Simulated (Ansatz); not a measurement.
# Electron scattering at the twin(10-12) boundary in hcp Co, part 2 of 3

How much does the twin(10-12) boundary in hcp Co reflect electrons?

Ansatz 0.2.0; Ansatz plane-wave DFT, PBE, PAW files, collinear spin; relaxation of a bicrystal slab with its lowest layers held; PAW set soft_1 (the session's first sound run).

So far. Step 2 (Relaxing the bicrystal): The largest force component on a free atom ends at 0.0098 eV/Å, under the tolerance of 0.03, after 6 steps.

## 3. Transmission across the boundary

Bulk layers of each grain are laid under and over the relaxed boundary, and a lead is named in the middle of each, away from the free faces. The mesh across the current, 12×24, is finer than the density's, because channels open and close sharply across the zone. Energies from -0.1 to 0.1 eV in steps of 0.05 eV are too few for the program's thermal sum, so it prints no conductance; for a metal the transmission near the Fermi level serves, at a fraction of the cost.

This step: Ansatz plane-wave DFT, PBE, PAW files, collinear spin; ballistic transport by layer matching (Landauer), zero bias; boundary relaxed in a short slab, bulk layers laid on; PAW set soft_1 (Ansatz 0.2.0).

System of this step: twin(10-12) boundary in hcp Co. The cell holds 59 atoms: 59 Co. Cell: a = 5.963 Å, b = 2.505 Å, c = 51.516 Å, α = 90.0°, β = 90.0°, γ = 90.0°. It derives from Co. Regions: lower grain, 24 atoms (24 Co); boundary, 15 atoms (15 Co); upper grain, 20 atoms (20 Co). Vacuum lies along c.

input.yaml

```yaml
crystal:
  lattice:
    - [5.9626723849, 0.0, 0.0]
    - [0.0, 2.5054, 0.0]
    - [0.0, 0.0, 51.5164457713]
  atoms:
    - { symbol: Co, position: [4.7224164196, -6.5833333333, 0.0776451081], spin: 2.0 }
    - { symbol: Co, position: [4.0458645788, -7.0833333334, 0.0969016623], spin: 2.0 }
    - { symbol: Co, position: [4.4575886583, -6.0833333333, 0.1065299395], spin: 2.0 }
    - { symbol: Co, position: [3.7810368174, -6.5833333334, 0.1257864937], spin: 2.0 }
    - { symbol: Co, position: [4.192760897, -5.5833333333, 0.1354147709], spin: 2.0 }
    - { symbol: Co, position: [3.5162090561, -6.0833333334, 0.1546713251], spin: 2.0 }
    - { symbol: Co, position: [3.9279331357, -5.0833333333, 0.1642996023], spin: 2.0 }
    - { symbol: Co, position: [3.2513812948, -5.5833333334, 0.1835561565], spin: 2.0 }
    - { symbol: Co, position: [3.6631053744, -4.5833333333, 0.1931844337], spin: 2.0 }
    - { symbol: Co, position: [2.9865535335, -5.0833333334, 0.2124409879], spin: 2.0 }
    - { symbol: Co, position: [3.3982776131, -4.0833333333, 0.2220692651], spin: 2.0 }
    - { symbol: Co, position: [2.7217257722, -4.5833333334, 0.2413258193], spin: 2.0 }
    - { symbol: Co, position: [3.1334498518, -3.5833333333, 0.2509540964], spin: 2.0 }
    - { symbol: Co, position: [2.4568980109, -4.0833333334, 0.2702106507], spin: 2.0 }
    - { symbol: Co, position: [2.8686220905, -3.0833333333, 0.2798389278], spin: 2.0 }
    - { symbol: Co, position: [2.1920702496, -3.5833333334, 0.2990954821], spin: 2.0 }
    - { symbol: Co, position: [2.6037943292, -2.5833333333, 0.3087237592], spin: 2.0 }
    - { symbol: Co, position: [1.9272424883, -3.0833333334, 0.3279803135], spin: 2.0 }
    - { symbol: Co, position: [2.3389665678, -2.0833333333, 0.3376085906], spin: 2.0 }
    - { symbol: Co, position: [1.662414727, -2.5833333334, 0.3568651449], spin: 2.0 }
    - { symbol: Co, position: [2.0741388065, -1.5833333333, 0.366493422], spin: 2.0 }
    - { symbol: Co, position: [1.3975869657, -2.0833333334, 0.3857499763], spin: 2.0 }
    - { symbol: Co, position: [1.8093110452, -1.0833333333, 0.3953782534], spin: 2.0 }
    - { symbol: Co, position: [1.1327592044, -1.5833333334, 0.4146348077], spin: 2.0 }
    - { symbol: Co, position: [0.5444832839, 0.4166666667, 0.4242630848], spin: 2.0 }
    - { symbol: Co, position: [0.8679314431, 0.9166666667, 0.4435196391], spin: 2.0 }
    - { symbol: Co, position: [0.2792045593, 0.9166666667, 0.4528946284], spin: 2.0 }
    - { symbol: Co, position: [0.5947218587, 0.4166666667, 0.4710995889], spin: 2.0 }
    - { symbol: Co, position: [0.0209753635, 0.4166666667, 0.4812982122], spin: 2.0 }
    - { symbol: Co, position: [0.3383876816, 0.9166666667, 0.5022939492], spin: 2.0 }
    - { symbol: Co, position: [0.7461120064, 0.9166666667, 0.506970481], spin: 2.0 }
    - { symbol: Co, position: [0.0659769431, 0.4166666667, 0.5287910984], spin: 2.0 }
    - { symbol: Co, position: [0.7458081161, 0.9166666667, 0.5507212244], spin: 2.0 }
    - { symbol: Co, position: [0.3385998375, 0.9166666667, 0.55523676], spin: 2.0 }
    - { symbol: Co, position: [0.0207322788, 0.4166666667, 0.5763888416], spin: 2.0 }
    - { symbol: Co, position: [0.5939657567, 0.4166666667, 0.5866026356], spin: 2.0 }
    - { symbol: Co, position: [0.2792704969, 0.9166666667, 0.6046025248], spin: 2.0 }
    - { symbol: Co, position: [0.8655938977, 0.9166666667, 0.6140340913], spin: 2.0 }
    - { symbol: Co, position: [0.5443735576, 0.4166666667, 0.6337225104], spin: 2.0 }
    - { symbol: Co, position: [1.1315355686, -1.5833333334, 0.6431348551], spin: 2.0 }
    - { symbol: Co, position: [1.8080874094, -1.0833333333, 0.6623914094], spin: 2.0 }
    - { symbol: Co, position: [1.3963633299, -2.0833333334, 0.6720196865], spin: 2.0 }
    - { symbol: Co, position: [2.0729151707, -1.5833333333, 0.6912762408], spin: 2.0 }
    - { symbol: Co, position: [1.6611910912, -2.5833333334, 0.7009045179], spin: 2.0 }
    - { symbol: Co, position: [2.337742932, -2.0833333333, 0.7201610722], spin: 2.0 }
    - { symbol: Co, position: [1.9260188525, -3.0833333334, 0.7297893493], spin: 2.0 }
    - { symbol: Co, position: [2.6025706933, -2.5833333333, 0.7490459036], spin: 2.0 }
    - { symbol: Co, position: [2.1908466138, -3.5833333334, 0.7586741807], spin: 2.0 }
    - { symbol: Co, position: [2.8673984546, -3.0833333333, 0.7779307349], spin: 2.0 }
    - { symbol: Co, position: [2.4556743751, -4.0833333334, 0.7875590121], spin: 2.0 }
    - { symbol: Co, position: [3.1322262159, -3.5833333333, 0.8068155663], spin: 2.0 }
    - { symbol: Co, position: [2.7205021364, -4.5833333334, 0.8164438435], spin: 2.0 }
    - { symbol: Co, position: [3.3970539772, -4.0833333333, 0.8357003977], spin: 2.0 }
    - { symbol: Co, position: [2.9853298977, -5.0833333334, 0.8453286749], spin: 2.0 }
    - { symbol: Co, position: [3.6618817386, -4.5833333333, 0.8645852291], spin: 2.0 }
    - { symbol: Co, position: [3.250157659, -5.5833333334, 0.8742135063], spin: 2.0 }
    - { symbol: Co, position: [3.9267094999, -5.0833333333, 0.8934700605], spin: 2.0 }
    - { symbol: Co, position: [3.5149854203, -6.0833333334, 0.9030983377], spin: 2.0 }
    - { symbol: Co, position: [4.1915372612, -5.5833333333, 0.9223548919], spin: 2.0 }
magnetization:
  spin_polarized: true
kpoints:
  mp_grid: { grid: [5, 10, 1] }
hamiltonian:
  xc: pbe
  pseudopotentials: { kind: paw, azcp: { folder: soft_1 } }
scf:
  occupations: { method: fermi_dirac, width: 0.1 }
output:
  transmission:
    leads: [[14, 16], [45, 47]]
    kmesh: [12, 24]
    e_range: [-0.1, 0.1]
    de: 0.05
  write_potential: true
  write_density: true
  volumetric_format: npy
  elf: true
```

Started as:

```
ansatz run input.yaml --threads 8 --pin off --max-ram 15360MiB --backend cpu --events-out ev --progress --plain --runs-dir out
```

Numbers of over 12 decimals in the logs are rounded to 6 here.

Log:

```text
[...]
Crystal: 59 atoms, lattice volume = 769.598 Å³
Basis set: ecut = 420 eV, 14931 PW (Γ)
Bands: 673, of which v1, the nominal top of the filled ones, is band 502 counted from 1 (501 counted from 0)
Symmetry: 2 space group operations
[...]
k-points: 18 of 50 (time reversal used)
[...]
Starting moments: Σ|m| = 118 μB on 59 of 59 sites
[...]
SCF iter   1: F=—  HF=-302417.690129 eV  |F-HF|=—  |Δ(HF+E_count)|=         —  Δρ=5.73e-2 (↑3.68e-2 ↓5.73e-2)  dr2=1.79e2  dr2_m=3.95e0  M=104.529 μB ∫|m|=108.675 μB  β_m=0.30  ethr=3.10e-3  ⟨swp⟩=6.2  Hψ=89060  notcnv=0  defer=2694
[...]
SCF iter  18: F=-302437.935449 eV  HF=-302437.935449 eV  |F-HF|=1.75e-8  |Δ(HF+E_count)|=   1.64e-8  Δρ=1.12e-6 (↑7.73e-7 ↓1.12e-6)  dr2=2.17e-8  dr2_m=7.98e-10  M=97.971 μB ∫|m|=107.446 μB  ethr=4.30e-12  ⟨swp⟩=9.4  Hψ=125028  notcnv=0
SCF 1 converged in 18 iterations: F = -302437.935449 eV  dr2 = 2.17e-8
[...]
transmission: 704 of 6916 steps passed
transmission: 1400 of 6916 steps passed
[...]
transmission: 6916 of 6916 steps passed
WARN: The input density's exchange-correlation potential varies sharply where the density is thin. Do not read a vacuum level from v_tot or v_xc, or from such a field of the output density. On a cell that repeats whose density bears no net charge and no dipole along the vacuum's axis use v_es (v_loc + v_h of the components); under efield.dipole_correction with no amplitude use v_es + v_field, which holds any external [...]
some or all of what a close reads of its open shells is tried by no SCF: some or all of their fillings by name were not asked, since the model of its bands would take too long in so large a cell. Whether a lower state lies along it is not known (a run that goes on reads the state that it goes on from)
SCF converged after 18 iterations
the last check of whether an eigenvalue changes by more than its tolerance under the output density was not made (no_room)
Magnetization: 97.9708 μB (550.4854 up, 452.5146 down)
Absolute magnetization: 107.5486 μB (∫|ρ↑−ρ↓|, with the PAW one-centre terms)
[...]
Per-site moments (μB) at R_I (Å): [(1.899261, 1.033141), (1.857975, 1.033141), (1.809387, 1.033141), (1.751603, 1.033141), (1.699448, 1.033141), (1.725103, 1.033141), (1.717940, 1.033141), (1.714312, 1.033141), (1.716978, 1.033141), (1.715364, 1.033141), (1.715070, 1.033141), (1.718202, 1.033141), (1.714750, 1.033141), (1.716031, 1.033141), (1.717479, 1.033141), (1.716197, 1.033141), (1.715849, 1.033141), (1.716059,  [...]
Free energy (F): -302437.935449 eV
[...]
Internal energy: -302435.976924 eV  (E = F + TS)
E sigma→0 (E₀):  -302436.956187 eV
Entropy (-TS):   -1.958525 eV (-33.195 meV/atom)
Fermi energy:    14.877171 eV
[...]
--- Band table (eV; the first three rows and the last of 36) ---
  k-point 0 ↑: bands = [... 498 lower, 13.7277, 13.7473, 13.7608, 13.7725, 13.7806, 13.7939, 13.8007, 13.8044, ... 167 higher]
  k-point 1 ↑: bands = [... 498 lower, 13.7488, 13.7728, 13.7910, 13.8025, 13.8144, 13.8212, 13.8254, 13.8322, ... 167 higher]
  k-point 2 ↑: bands = [... 498 lower, 13.7523, 13.7639, 13.7754, 13.7978, 13.8195, 13.8261, 13.8391, 13.8445, ... 167 higher]
  k-point 17 ↓: bands = [... 498 lower, 16.0937, 16.0998, 16.1080, 16.1120, 16.1173, 16.1205, 16.1231, 16.1290, ... 167 higher]
--- Transmission ---
  basis      : 127 plane waves across, 38 finite elements along
  points     : 91, standing for a mesh of 12 x 24
  energies   : 5 from -0.100000 to 0.100000 eV about the Fermi level, 0.050000 eV apart; the leads are filled to 0.000000 eV, and channels, transmission and decay are at 0.000000 eV
  crystal 0  : Co4, at the sites [14, 16], period 2.9761 Å, over 19.34 Å; its Hamiltonian steps by up to 24.7 meV
    offset         : up to 0.0000 Å between an atom of the period and one for which it stands
    channels       : 1.770833e0 up, 3.184028e0 down
    conductance    : none, the energies end too early or step too widely for 300 K: set another output.transmission.e_range or a lower de, or, where they end at an eighth of basis.ecutwfc, a higher one
    slowest decay  : 0.1073 /Å at (0.2500, 0.4583)
[...]
channels       : 1.770833e0 up, 3.170139e0 down
[...]
slowest decay  : 0.1073 /Å at (0.2500, 0.4583)
  junction   : crystal 0 to crystal 1, 13.87 to 37.55 Å
    transmission   : 1.680788e0 up, 1.689931e0 down
[...]
```

Wall time 38 min (8 threads of Intel Xeon at 2.70GHz, shared host); peak memory 10 GiB; 4.3 h of CPU time.

The column dr2 measures how far the density is from self-consistency, as an energy; F and HF (Harris–Foulkes) agree once it is small.

This step gave:

```
free energy                          : -302437.9354 eV
energy at zero smearing              : -302436.9562 eV
Fermi energy                         : 14.88 eV
magnetization                        : 97.97 μB
absolute magnetization               : 107.5 μB
cell area                            : 14.94 Å²
transmission, spin up                : 1.681
transmission, spin down              : 1.690
open channels, spin up               : 1.771
open channels, upper lead, spin up   : 1.771
open channels, spin down             : 3.184
open channels, upper lead, spin down : 3.170
step of the lead's potential         : 24.7 meV
step of the upper lead's potential   : 17.6 meV
```

Per spin. Table of transmission, zone mean by energy, zero at the Fermi level:

| energy (eV) | T up | T down |
| --- | --- | --- |
| -0.1000 | 1.65 | 1.68 |
| -0.0500 | 1.66 | 1.66 |
| 0.0000 | 1.68 | 1.69 |
| 0.0500 | 1.68 | 1.73 |
| 0.1000 | 1.71 | 1.81 |

Per spin. Table of open channels, zone mean by energy, zero at the Fermi level:

| energy (eV) | lead up | upper lead up | lead down | upper lead down |
| --- | --- | --- | --- | --- |
| -0.1000 | 1.74 | 1.74 | 3.09 | 3.12 |
| -0.0500 | 1.77 | 1.76 | 3.14 | 3.14 |
| 0.0000 | 1.77 | 1.77 | 3.18 | 3.17 |
| 0.0500 | 1.77 | 1.77 | 3.23 | 3.19 |
| 0.1000 | 1.81 | 1.81 | 3.25 | 3.25 |

Transmission over k1 and k2. At 0.0000 eV from the Fermi level, spin up.

Values, 22 rows by 12 columns, each cell a mean:
```
0.16 0.16 0.16 0.16 0.05 0.07 0.07 0.07 0.05 0.16 0.16 0.16
1.97 1.98 1.97 1.87 0.81 0.86 0.91 0.86 0.81 1.87 1.97 1.98
1.98 1.97 1.93 1.92 1.92 0.98 0.99 0.98 1.92 1.92 1.93 1.97
1.99 1.97 1.94 1.93 1.95 1.32 0.99 1.32 1.95 1.93 1.94 1.97
1.96 1.97 1.96 1.95 1.96 1.97 1.00 1.97 1.96 1.95 1.96 1.97
1.94 1.96 1.98 1.98 1.97 1.97 1.66 1.97 1.97 1.98 1.98 1.96
1.94 1.95 1.97 1.99 1.98 1.97 2.58 1.97 1.98 1.99 1.97 1.95
1.96 1.96 1.96 1.97 1.98 2.42 2.76 2.42 1.98 1.97 1.96 1.96
1.96 1.95 1.95 1.95 1.89 2.70 2.70 2.70 1.89 1.95 1.95 1.95
1.85 1.88 1.91 1.90 2.55 2.67 2.40 2.67 2.55 1.90 1.91 1.88
1.70 1.77 1.86 1.80 2.70 2.62 2.27 2.62 2.70 1.80 1.86 1.77
1.84 1.87 1.90 1.89 2.62 2.67 2.38 2.67 2.62 1.89 1.90 1.87
1.96 1.95 1.95 1.95 1.89 2.71 2.69 2.71 1.89 1.95 1.95 1.95
1.96 1.96 1.96 1.97 1.98 2.48 2.77 2.48 1.98 1.97 1.96 1.96
1.95 1.95 1.97 1.99 1.99 1.97 2.61 1.97 1.99 1.99 1.97 1.95
1.94 1.95 1.98 1.98 1.97 1.97 1.78 1.97 1.97 1.98 1.98 1.95
1.96 1.96 1.96 1.96 1.96 1.97 1.00 1.97 1.96 1.96 1.96 1.96
1.98 1.97 1.94 1.93 1.95 1.40 0.99 1.40 1.95 1.93 1.94 1.97
1.98 1.97 1.93 1.92 1.93 0.98 0.99 0.98 1.93 1.92 1.93 1.97
1.97 1.97 1.97 1.88 0.92 0.87 0.92 0.87 0.92 1.88 1.97 1.97
0.33 0.33 0.33 0.31 0.10 0.14 0.15 0.14 0.10 0.31 0.33 0.33
0.00 0.00 0.00 0.00 0.00 0.00 0.00 0.00 0.00 0.00 0.00 0.00
```
Columns: k1 (b1) from -0.5 to 0.417; rows upwards: k2 (b2) from -0.5 to 0.458.

Open channels over k1 and k2. At 0.0000 eV from the Fermi level, spin up.

Ten even steps from '0' (0.00) to '9' (4.00):
```
000000000000
555522222555
555552225555
555552225555
555555255555
555555255555
555555755555
555555755555
555557775555
555557775555
555577777555
555577977555
555577777555
555557775555
555557775555
555555755555
555555755555
555555255555
555555255555
555552225555
555552225555
555522222555
000000000000
000000000000
```
Columns: k1 (b1) from -0.5 to 0.417; rows upwards: k2 (b2) from -0.5 to 0.458.

Transmission over k1 and k2. At 0.0000 eV from the Fermi level, spin down.

Ten even steps from '_' (0.36) to '@' (5.10):
```
....::==..==++==..==::..
......::==::==::==::....
::::::::..........::::::
........::::::::::......
........::::--::::......
______..::::--::::..____
....::----::::::----::..
..::::----::--::----::::
..::--------::--------::
++==------......------==
@@**--++--______--++--**
@@@@##**--______--**##@@
@@**--++--______--++--**
++==------......------==
..::--------::--------::
..::::----::--::----::::
....::----::::::----::..
______..::::--::::..____
........::::--::::......
........::::::::::......
::::::::..........::::::
......::==::==::==::....
....::==..==++==..==::..
....====..==**==..====..
```
Columns: k1 (b1) from -0.5 to 0.417; rows upwards: k2 (b2) from -0.5 to 0.458.

[end of part 2 of 3]

[Logs are printed without paths, hosts, clocks, repeated set-up lines and the standing remarks that a program may print on its own settings, such as how far it seeks lower states.]

[Hosts, paths, dates, database ids (printed as entryN), source tags and the programs' standing remarks are cut or masked in the printed files.]
